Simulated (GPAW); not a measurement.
**Ballistic transport through H2 in line between two Cu chains, cheap and dear**

How well does H2 in line between two Cu chains conduct at low bias, and how far do basis and functional move the answer?

Method: GPAW LCAO, PAW setups; Landauer transmission from Green's functions with principal layers (ASE), zero bias, in GPAW 26.7.0.

### 1. The system as given

The cell holds 12 atoms: 10 Cu and 2 H. Cell: a = 9.000 Å, b = 9.000 Å, c = 24.316 Å, α = 90.0°, β = 90.0°, γ = 90.0°. Regions: left lead, 5 atoms (5 Cu); channel, 2 atoms (2 H); right lead, 5 atoms (5 Cu). Vacuum lies along a and b. The structure is stacked, and the current runs, along c.

### 2. GPAW, dzp

The script solves lead and junction separately, takes H and S in the orbital basis, and joins semi-infinite leads through their self-energies; the dzp basis is the working standard.

Input file run.py:

```python
import json
import numpy as np
from ase import Atoms
from ase.transport.calculators import TransportCalculator
from gpaw import GPAW, FermiDirac
from gpaw.lcao.tools import get_lcao_hamiltonian
from scipy.linalg import eigh

# The junction with lead layers at both ends, along the third cell vector
device = Atoms(
    ['Cu', 'Cu', 'Cu', 'Cu', 'Cu', 'H', 'H', 'Cu', 'Cu', 'Cu', 'Cu', 'Cu'],
    positions=[
        [4.50000, 4.50000, 1.15000],
        [4.50000, 4.50000, 3.45000],
        [4.50000, 4.50000, 5.75000],
        [4.50000, 4.50000, 8.05000],
        [4.50000, 4.50000, 10.35000],
        [4.50000, 4.50000, 11.73300],
        [4.50000, 4.50000, 12.58300],
        [4.50000, 4.50000, 13.96600],
        [4.50000, 4.50000, 16.26600],
        [4.50000, 4.50000, 18.56600],
        [4.50000, 4.50000, 20.86600],
        [4.50000, 4.50000, 23.16600]],
    cell=[[9.0, 0.0, 0.0], [0.0, 9.0, 0.0], [0.0, 0.0, 24.316]],
    pbc=True)

# One principal layer of the lead: the first 3 atoms of the device
lead = Atoms(
    ['Cu', 'Cu', 'Cu'],
    positions=[
        [4.50000, 4.50000, 1.15000],
        [4.50000, 4.50000, 3.45000],
        [4.50000, 4.50000, 5.75000]],
    cell=[[9.0, 0.0, 0.0], [0.0, 9.0, 0.0], [0.0, 0.0, 6.9]],
    pbc=True)

settings = dict(mode='lcao', basis='dzp', xc='PBE', h=0.2,
                occupations=FermiDirac(0.1), maxiter=250,
                mixer=dict(beta=0.1, nmaxold=8, weight=100.0),
                convergence=dict(density=0.0001))
energies = np.arange(-2, 2 + 1e-9, 0.05)
eta = 0.0001
n1, n2 = 1, 1
# k and -k transmit alike, so half of the mesh across the current serves
mesh = [(i, j) for i in range(n1) for j in range(n2) if (i, j) <= (-i % n1, -j % n2)]
weights = np.array([1 if (i, j) == (-i % n1, -j % n2) else 2 for i, j in mesh]) / (n1 * n2)

# [... helper functions left out ...]
fermi_lead = ground_state(lead, (1, 1, 16), 'lead.txt')
fermi_device = ground_state(device, (1, 1, 3), 'device.txt')
# [... loop over the mesh left out, but for ...]
        # Shift the lead onto the potential of the device's first layer
        shift = ((H[:, 0, 0] - H0[:, 0, 0]) / S0[0, 0]).real.mean()
# [...]
kT = 8.617333e-5 * 500
bias = [0.1, 0.2, 0.5, 1.0, 1.5, 2.0]
# [... integrals and printing left out ...]
```

Command:

```
$ OMP_NUM_THREADS=1 OPENBLAS_NUM_THREADS=1 python run.py
```

Output:

```text
basis functions: device 160, principal layer 45
Fermi level: lead -3.6828 eV, device -3.6066 eV; lead shifted by -0.0018 eV
largest coupling past the next layer 4.59e-05 eV, largest misfit of the first layer 0.027 eV
  E-E_F (eV)   T (one spin)  [channel counts left out]
    -2.000    8.1921e-01
    -1.950    8.1256e-01
    -1.900    8.0653e-01
    -1.850    8.0125e-01
    -1.800    7.9690e-01
    -1.750    7.9378e-01
    -1.700    2.0323e+00
    -1.650    1.2125e+00
    -1.600    9.9660e-01
    -1.550    9.2612e-01
    -1.500    9.0795e-01
    -1.450    9.2582e-01
    -1.400    9.8836e-01
    -1.350    9.7461e-01
    -1.300    3.9537e-02
    -1.250    1.3411e-01
[...]
1.650    9.6836e-01
     1.700    9.7133e-01
     1.750    9.7415e-01
     1.800    9.7685e-01
     1.850    9.7940e-01
     1.900    9.8182e-01
     1.950    9.8410e-01
     2.000    9.8624e-01
conductance at 500 K: 0.74177 G0 a cell; thermopower -0.4374 uV/K
current from the zero-bias T(E) at 0.1 V: 5.7545 uA
current from the zero-bias T(E) at 0.2 V: 11.555 uA
current from the zero-bias T(E) at 0.5 V: 29.837 uA
current from the zero-bias T(E) at 1.0 V: 63.032 uA
current from the zero-bias T(E) at 1.5 V: 95.76 uA
current from the zero-bias T(E) at 2.0 V: 126.01 uA
```

Wall time 26 s (1 thread of Arm Neoverse V2, shared host); peak memory 0.79 GiB.

This step gave:

| Item | Value |
| --- | --- |
| conductance | 0.7418 G₀ |
| largest coupling past the next principal layer | 4.59e-5 eV |
| largest misfit of the first principal layer | 0.02658 eV |
| shift that aligns the lead | -0.001836 eV |
| basis functions of the junction | 160 |
| basis functions of a principal layer | 45 |
| transmission at the Fermi level (one spin) | 0.7354 |

One spin. The transmission, zone mean by energy, zero at the Fermi level:

energy (eV), transmission, zone mean and a bar from the least value:
```
   -2.000       0.82 ########
   -1.800       0.80 ########
   -1.700       2.03 ##############################
   -1.600       1.00 ###########
   -1.400       0.99 ###########
   -1.200       0.35 
   -1.000       0.58 ####
   -0.800       0.72 ######
   -0.600       0.85 #########
   -0.400       0.91 ##########
   -0.300       0.93 ##########
   -0.200       0.79 ########
    0.000       0.74 #######
    0.200       0.78 ########
    0.400       0.82 ########
    0.600       0.86 #########
    0.800       0.89 ##########
    1.000       0.92 ##########
    1.200       0.94 ##########
    1.400       0.95 ###########
    1.600       0.97 ###########
    1.800       0.98 ###########
    2.000       0.99 ###########
```

Not self-consistent under bias; the bias window is split evenly. The current through one cell, from the zero-bias transmission by bias:

| bias (V) | current through one cell, from the zero-bias transmission (μA) |
| --- | --- |
| 0.100 | 5.75 |
| 0.200 | 11.6 |
| 0.500 | 29.8 |
| 1.000 | 63.0 |
| 1.500 | 95.8 |
| 2.000 | 126 |

The transmission of the three most open eigenchannels by energy, zero at the Fermi level:

| energy (eV) | channel 1 | channel 2 | channel 3 |
| --- | --- | --- | --- |
| -2.00 | 0.819 | 0 | 0 |
| -1.85 | 0.801 | 0 | 0 |
| -1.70 | 0.792 | 0.620 | 0.620 |
| -1.60 | 0.798 | 0.0994 | 0.0994 |
| -1.45 | 0.869 | 0.0286 | 0.0286 |
| -1.30 | 0.0133 | 0.0133 | 0.0130 |
| -1.15 | 0.401 | 0.0320 | 0.00753 |
| -1.05 | 0.509 | 0.0221 | 0.00569 |
| -0.90 | 0.620 | 0.0145 | 0.00424 |
| -0.75 | 0.736 | 0.0105 | 0.00348 |
| -0.60 | 0.835 | 0.00814 | 0.00298 |
| -0.50 | 0.877 | 0.00707 | 0.00268 |
| -0.35 | 0.910 | 0.00545 | 0.00218 |
| -0.20 | 0.787 | 0.00127 | 0.00127 |
| -0.05 | 0.731 | 0 | 0 |
| 0.00 | 0.735 | 0 | 0 |
| 0.05 | 0.743 | 0 | 0 |
| 0.20 | 0.776 | 0 | 0 |
| 0.35 | 0.811 | 0 | 0 |
| 0.50 | 0.842 | 0 | 0 |
| 0.60 | 0.861 | 0 | 0 |
| 0.75 | 0.886 | 0 | 0 |
| 0.90 | 0.904 | 0 | 0 |
| 1.05 | 0.921 | 0 | 0 |
| 1.15 | 0.930 | 0 | 0 |
| 1.30 | 0.944 | 0 | 0 |
| 1.45 | 0.955 | 0 | 0 |
| 1.60 | 0.965 | 0 | 0 |
| 1.70 | 0.971 | 0 | 0 |
| 1.85 | 0.979 | 0 | 0 |
| 2.00 | 0.986 | 0 | 0 |

Couplings past the next layer reach 4.6e-5 eV, small enough to drop; the first layer differs from the bulk lead by up to 0.027 eV, a small residual of the finite cell. The two Fermi levels in the log count from different zeros of potential, one for each periodic cell; with both set to zero, the small shift printed beside them is what aligns lead and junction. By hand: G = 0.7418 × 77.48 μS = 57.5 μS, a resistance of 17.4 kΩ; at 0.1 V a linear junction would pass 5.75 μA, and the integral over the bias window gives 5.75 μA.

### 3. GPAW, szp: basis = "szp(dzp)"

One radial function a shell plus polarisation makes the matrices smaller; the question is what that costs.

Changes to run.py since step 2:

```diff
@@ -37,3 +37,3 @@
 
-settings = dict(mode='lcao', basis='dzp', xc='PBE', h=0.2,
+settings = dict(mode='lcao', basis='szp(dzp)', xc='PBE', h=0.2,
                 occupations=FermiDirac(0.1), maxiter=250,
```

Output:

```text
basis functions: device 98, principal layer 27
Fermi level: lead -3.7203 eV, device -3.6778 eV; lead shifted by 0.0079 eV
largest coupling past the next layer 4.61e-05 eV, largest misfit of the first layer 0.029 eV
  E-E_F (eV)   T (one spin)  channels
    -2.000    7.5885e-01    1.0000
    -1.950    7.5498e-01    1.0000
    -1.900    7.5211e-01    1.0000
    -1.850    7.5041e-01    1.0000
    -1.800    7.5013e-01    1.0000
    -1.750    7.5163e-01    1.0000
    -1.700    1.3483e+00    3.0000
    -1.650    1.0042e+00    3.0000
    -1.600    8.8851e-01    3.0000
    -1.550    8.6144e-01    3.0000
    -1.500    8.7614e-01    3.0000
    -1.450    9.2819e-01    3.0000
    -1.400    1.0143e+00    3.0000
    -1.350    6.7448e-01    3.0000
    -1.300    1.7622e-02    3.0000
    -1.250    7.9494e-02    4.0000
[...]
1.650    9.8655e-01    1.0000
     1.700    9.8836e-01    1.0000
     1.750    9.9002e-01    1.0000
     1.800    9.9154e-01    1.0000
     1.850    9.9292e-01    1.0000
     1.900    9.9416e-01    1.0000
     1.950    9.9526e-01    1.0000
     2.000    9.9623e-01    1.0000
conductance at 500 K: 0.73956 G0 a cell; thermopower -1.951 uV/K
current from the zero-bias T(E) at 0.1 V: 5.738 uA
current from the zero-bias T(E) at 0.2 V: 11.526 uA
current from the zero-bias T(E) at 0.5 V: 29.85 uA
current from the zero-bias T(E) at 1.0 V: 63.051 uA
current from the zero-bias T(E) at 1.5 V: 95.445 uA
current from the zero-bias T(E) at 2.0 V: 124.75 uA
```

Run time: 27 s. Hardware: 1 thread; peak memory 0.78 GiB.

This step gave:

```
conductance                                             : 0.7396 G₀
largest coupling past the next principal layer          : 4.61e-5 eV
largest misfit of the first principal layer             : 0.02921 eV
shift that aligns the lead                              : 0.007947 eV
basis functions of the junction                         : 98
basis functions of a principal layer                    : 27
transmission at the Fermi level (one spin)              : 0.7330
open channels of the lead at the Fermi level (one spin) : 1
```

One spin. Table of transmission, zone mean by energy, zero at the Fermi level:

| energy (eV) | transmission, zone mean |
| --- | --- |
| -2.000 | 0.759 |
| -1.800 | 0.750 |
| -1.700 | 1.35 |
| -1.600 | 0.889 |
| -1.400 | 1.01 |
| -1.200 | 0.266 |
| -1.000 | 0.479 |
| -0.800 | 0.646 |
| -0.600 | 0.806 |
| -0.400 | 0.879 |
| -0.300 | 0.922 |
| -0.200 | 0.782 |
| 0.000 | 0.733 |
| 0.200 | 0.793 |
| 0.400 | 0.850 |
| 0.600 | 0.893 |
| 0.800 | 0.923 |
| 1.000 | 0.946 |
| 1.200 | 0.963 |
| 1.400 | 0.975 |
| 1.600 | 0.985 |
| 1.800 | 0.992 |
| 2.000 | 0.996 |

Crossings of the lead's bands, unfolded to its shortest repeat. Table of open channels, zone mean by energy, zero at the Fermi level:

energy (eV), open channels, zone mean and a bar from the least value:
```
    -2.00       1.00 
    -1.85       1.00 
    -1.70       3.00 ############
    -1.60       3.00 ############
    -1.45       3.00 ############
    -1.30       3.00 ############
    -1.15       4.00 ##################
    -1.05       4.00 ##################
    -0.90       4.00 ##################
    -0.75       6.00 ##############################
    -0.60       6.00 ##############################
    -0.50       6.00 ##############################
    -0.35       4.00 ##################
    -0.20       3.00 ############
    -0.05       1.00 
     0.00       1.00 
     0.05       1.00 
     0.20       1.00 
     0.35       1.00 
     0.50       1.00 
     0.60       1.00 
     0.75       1.00 
     0.90       1.00 
     1.05       1.00 
     1.15       1.00 
     1.30       1.00 
     1.45       1.00 
     1.60       1.00 
     1.70       1.00 
     1.85       1.00 
     2.00       1.00
```

Not self-consistent under bias; the bias window is split evenly. The current through one cell, from the zero-bias transmission by bias:

| bias (V) | current through one cell, from the zero-bias transmission (μA) |
| --- | --- |
| 0.100 | 5.74 |
| 0.200 | 11.5 |
| 0.500 | 29.8 |
| 1.000 | 63.1 |
| 1.500 | 95.4 |
| 2.000 | 125 |

Table of transmission of the three most open eigenchannels by energy, zero at the Fermi level:

| energy (eV) | channel 1 | channel 2 | channel 3 |
| --- | --- | --- | --- |
| -2.00 | 0.759 | 0 | 0 |
| -1.90 | 0.752 | 0 | 0 |
| -1.80 | 0.750 | 6.1e-11 | 6.1e-11 |
| -1.70 | 0.756 | 0.296 | 0.296 |
| -1.55 | 0.796 | 0.0326 | 0.0326 |
| -1.45 | 0.895 | 0.0165 | 0.0165 |
| -1.35 | 0.653 | 0.0107 | 0.0107 |
| -1.25 | 0.0386 | 0.0262 | 0.00731 |
| -1.15 | 0.298 | 0.0238 | 0.00524 |
| -1.05 | 0.413 | 0.0158 | 0.00407 |
| -0.90 | 0.541 | 0.00989 | 0.00331 |
| -0.80 | 0.632 | 0.00773 | 0.00310 |
| -0.70 | 0.725 | 0.00624 | 0.00292 |
| -0.60 | 0.795 | 0.00520 | 0.00272 |
| -0.50 | 0.836 | 0.00447 | 0.00256 |
| -0.40 | 0.870 | 0.00401 | 0.00256 |
| -0.25 | 0.911 | 0.00275 | 0.00275 |
| -0.15 | 0.729 | 0.00117 | 0.00117 |
| -0.05 | 0.723 | 1.1e-12 | 1.1e-12 |
| 0.00 | 0.733 | 0 | 0 |
| 0.05 | 0.746 | 0 | 0 |
| 0.15 | 0.777 | 0 | 0 |
| 0.25 | 0.808 | 0 | 0 |
| 0.40 | 0.850 | 0 | 0 |
| 0.50 | 0.873 | 0 | 0 |
| 0.60 | 0.893 | 0 | 0 |
| 0.70 | 0.908 | 0 | 0 |
| 0.80 | 0.923 | 0 | 0 |
| 0.90 | 0.936 | 0 | 0 |
| 1.05 | 0.951 | 0 | 0 |
| 1.15 | 0.959 | 0 | 0 |
| 1.25 | 0.966 | 0 | 0 |
| 1.35 | 0.972 | 0 | 0 |
| 1.45 | 0.978 | 0 | 0 |
| 1.55 | 0.982 | 0 | 0 |
| 1.70 | 0.988 | 0 | 0 |
| 1.80 | 0.992 | 0 | 0 |
| 1.90 | 0.994 | 0 | 0 |
| 2.00 | 0.996 | 0 | 0 |

The conductance, 0.740 G₀, lies 0.3 % below that of the dzp run.

### 4. Minimal basis

The minimal basis is the cheapest rung: no second zeta and no polarisation.

Changes to run.py since step 3:

```diff
@@ -37,3 +37,3 @@
 
-settings = dict(mode='lcao', basis='szp(dzp)', xc='PBE', h=0.2,
+settings = dict(mode='lcao', basis='sz(dzp)', xc='PBE', h=0.2,
                 occupations=FermiDirac(0.1), maxiter=250,
```

Output:

```text
basis functions: device 62, principal layer 18
Fermi level: lead -3.5183 eV, device -3.4948 eV; lead shifted by 0.0176 eV
largest coupling past the next layer 4.64e-05 eV, largest misfit of the first layer 0.028 eV
  E-E_F (eV)   T (one spin)  [channel counts left out]
    -2.000    8.4971e-01
    -1.950    8.3842e-01
    -1.900    8.2639e-01
[...]
1.950    9.9843e-01
     2.000    9.9807e-01
conductance at 500 K: 0.80246 G0 a cell; thermopower -5.349 uV/K
current from the zero-bias T(E) at 0.1 V: 6.2187 uA
current from the zero-bias T(E) at 0.2 V: 12.448 uA
current from the zero-bias T(E) at 0.5 V: 31.663 uA
current from the zero-bias T(E) at 1.0 V: 66.841 uA
current from the zero-bias T(E) at 1.5 V: 102.21 uA
current from the zero-bias T(E) at 2.0 V: 136.7 uA
```

Elapsed: 23 s, on 1 thread; peak memory 0.75 GiB.

This step gave:

```yaml
conductance: 0.8025 G₀
largest_coupling_past_the_next_principal_layer: 4.64e-5 eV
largest_misfit_of_the_first_principal_layer: 0.02828 eV
shift_that_aligns_the_lead: 0.01758 eV
basis_functions_of_the_junction: 62
basis_functions_of_a_principal_layer: 18
transmission_at_the_fermi_level_one_spin: 0.8024
```

One spin. Transmission, zone mean against energy, zero at the Fermi level:

| energy (eV) | transmission, zone mean |
| --- | --- |
| -2.00 | 0.850 |
| -1.85 | 0.813 |
| -1.70 | 0.835 |
| -1.65 | 0.854 |
| -1.60 | 0.845 |
| -1.45 | 0.670 |
| -1.30 | 0.827 |
| -1.15 | 0.723 |
| -1.05 | 0.748 |
| -0.90 | 0.790 |
| -0.75 | 0.842 |
| -0.60 | 0.875 |
| -0.50 | 0.892 |
| -0.35 | 0.947 |
| -0.20 | 0.727 |
| -0.05 | 0.781 |
| 0.00 | 0.802 |
| 0.05 | 0.823 |
| 0.20 | 0.875 |
| 0.35 | 0.914 |
| 0.50 | 0.942 |
| 0.60 | 0.956 |
| 0.75 | 0.972 |
| 0.90 | 0.983 |
| 1.05 | 0.990 |
| 1.15 | 0.993 |
| 1.30 | 0.997 |
| 1.45 | 0.999 |
| 1.60 | 0.999 |
| 1.70 | 1.000 |
| 1.85 | 0.999 |
| 2.00 | 0.998 |

The conductance, 0.802 G₀, lies 8.2 % above that of the dzp run.

### 5. LDA in the dzp basis: xc = "LDA"

Back in the dzp basis, the functional changes from PBE to LDA, to set the spread between functionals beside that between bases.

Changes to run.py since step 4:

```diff
@@ -37,3 +37,3 @@
 
-settings = dict(mode='lcao', basis='sz(dzp)', xc='PBE', h=0.2,
+settings = dict(mode='lcao', basis='dzp', xc='LDA', h=0.2,
                 occupations=FermiDirac(0.1), maxiter=250,
```

Output:

```text
basis functions: device 160, principal layer 45
Fermi level: lead -4.0532 eV, device -3.9681 eV; lead shifted by -0.0024 eV
largest coupling past the next layer 3.59e-05 eV, largest misfit of the first layer 0.028 eV
  E-E_F (eV)   T (one spin)  channels
    -2.000    8.2291e-01    1.0000
    -1.950    8.1770e-01    1.0000
    -1.900    8.1336e-01    1.0000
[...]
1.950    9.8490e-01    1.0000
     2.000    9.8699e-01    1.0000
conductance at 500 K: 0.75617 G0 a cell; thermopower -0.1533 uV/K
current from the zero-bias T(E) at 0.1 V: 5.8659 uA
current from the zero-bias T(E) at 0.2 V: 11.776 uA
current from the zero-bias T(E) at 0.5 V: 30.326 uA
current from the zero-bias T(E) at 1.0 V: 63.719 uA
current from the zero-bias T(E) at 1.5 V: 96.535 uA
current from the zero-bias T(E) at 2.0 V: 126.57 uA
```

Wall time 22 s (1 thread); peak memory 0.79 GiB.

Read from the output:

| Quantity | Value |
| --- | --- |
| conductance | 0.7562 G₀ |
| largest coupling past the next principal layer | 3.59e-5 eV |
| largest misfit of the first principal layer | 0.02795 eV |
| shift that aligns the lead | -0.002363 eV |
| basis functions of the junction | 160 |
| basis functions of a principal layer | 45 |
| transmission at the Fermi level (one spin) | 0.7499 |

The conductance, 0.756 G₀, lies 1.9 % above that of the dzp run.

### 6. The ladder

Times are for 1 thread of Arm Neoverse V2, shared host. The runs compared:

| no. | run | conductance (G₀) | time | memory (GiB) |
| --- | --- | --- | --- | --- |
| 1 | dzp | 0.7418 | 26 s | 0.79 |
| 2 | szp | 0.7396 | 27 s | 0.78 |
| 3 | sz | 0.8025 | 23 s | 0.75 |
| 4 | dzp LDA | 0.7562 | 22 s | 0.79 |

### 7. Comparison

The curves are compared point by point over the common energies.

This step: comparison of transmission and cost over codes and levels (GPAW 26.7.0).

Ladder, by row:

| step | code | T at the Fermi level (sum over the listed spins) | conductance (G0) | r.m.s. T(E) from the first | wall time (s) | peak memory (GiB) |
| --- | --- | --- | --- | --- | --- | --- |
| dzp | GPAW | 0.7354 | 0.7418 | 0 | 25.95 | 0.79 |
| szp | GPAW | 0.733 | 0.7396 | 0.09699 | 26.83 | 0.78 |
| sz | GPAW | 0.8024 | 0.8025 | 0.21 | 23.05 | 0.75 |
| dzp-LDA | GPAW | 0.7499 | 0.7562 | 0.03826 | 22.28 | 0.79 |

The transmission, zone mean, sum over the listed spins by energy, zero at the Fermi level:

| energy (eV) | dzp | szp | sz | dzp-LDA |
| --- | --- | --- | --- | --- |
| -2.0000 | 0.819 | 0.759 | 0.850 | 0.823 |
| -1.7500 | 0.794 | 0.752 | 0.840 | 0.854 |
| -1.7000 | 2.03 | 1.35 | 0.835 | 1.78 |
| -1.6500 | 1.21 | 1.00 | 0.854 | 1.17 |
| -1.5000 | 0.908 | 0.876 | 0.731 | 0.948 |
| -1.2500 | 0.134 | 0.0795 | 0.752 | 0.0929 |
| -1.0000 | 0.576 | 0.479 | 0.762 | 0.558 |
| -0.7500 | 0.754 | 0.693 | 0.842 | 0.746 |
| -0.5000 | 0.890 | 0.846 | 0.892 | 0.893 |
| -0.3500 | 0.920 | 0.900 | 0.947 | 0.920 |
| -0.3000 | 0.926 | 0.922 | 0.941 | 0.926 |
| -0.2500 | 0.924 | 0.919 | 0.848 | 0.924 |
| 0.0000 | 0.735 | 0.733 | 0.802 | 0.750 |
| 0.2500 | 0.788 | 0.808 | 0.890 | 0.797 |
| 0.5000 | 0.842 | 0.873 | 0.942 | 0.849 |
| 0.7500 | 0.886 | 0.916 | 0.972 | 0.891 |
| 1.0000 | 0.915 | 0.946 | 0.988 | 0.918 |
| 1.2500 | 0.939 | 0.966 | 0.996 | 0.941 |
| 1.5000 | 0.959 | 0.980 | 0.999 | 0.960 |
| 1.7500 | 0.974 | 0.990 | 0.999 | 0.975 |
| 2.0000 | 0.986 | 0.996 | 0.998 | 0.987 |

(Continued in part 2 of 2.)

[Long decimals in the printed logs are rounded to 6 places.]

[Logs are printed without paths, hosts, clocks, repeated set-up lines and the standing remarks that a program may print on its own settings, such as how far it seeks lower states.]

[Hosts, paths, dates, database ids (printed as entryN), source tags and the programs' standing remarks are cut or masked in the printed files.]
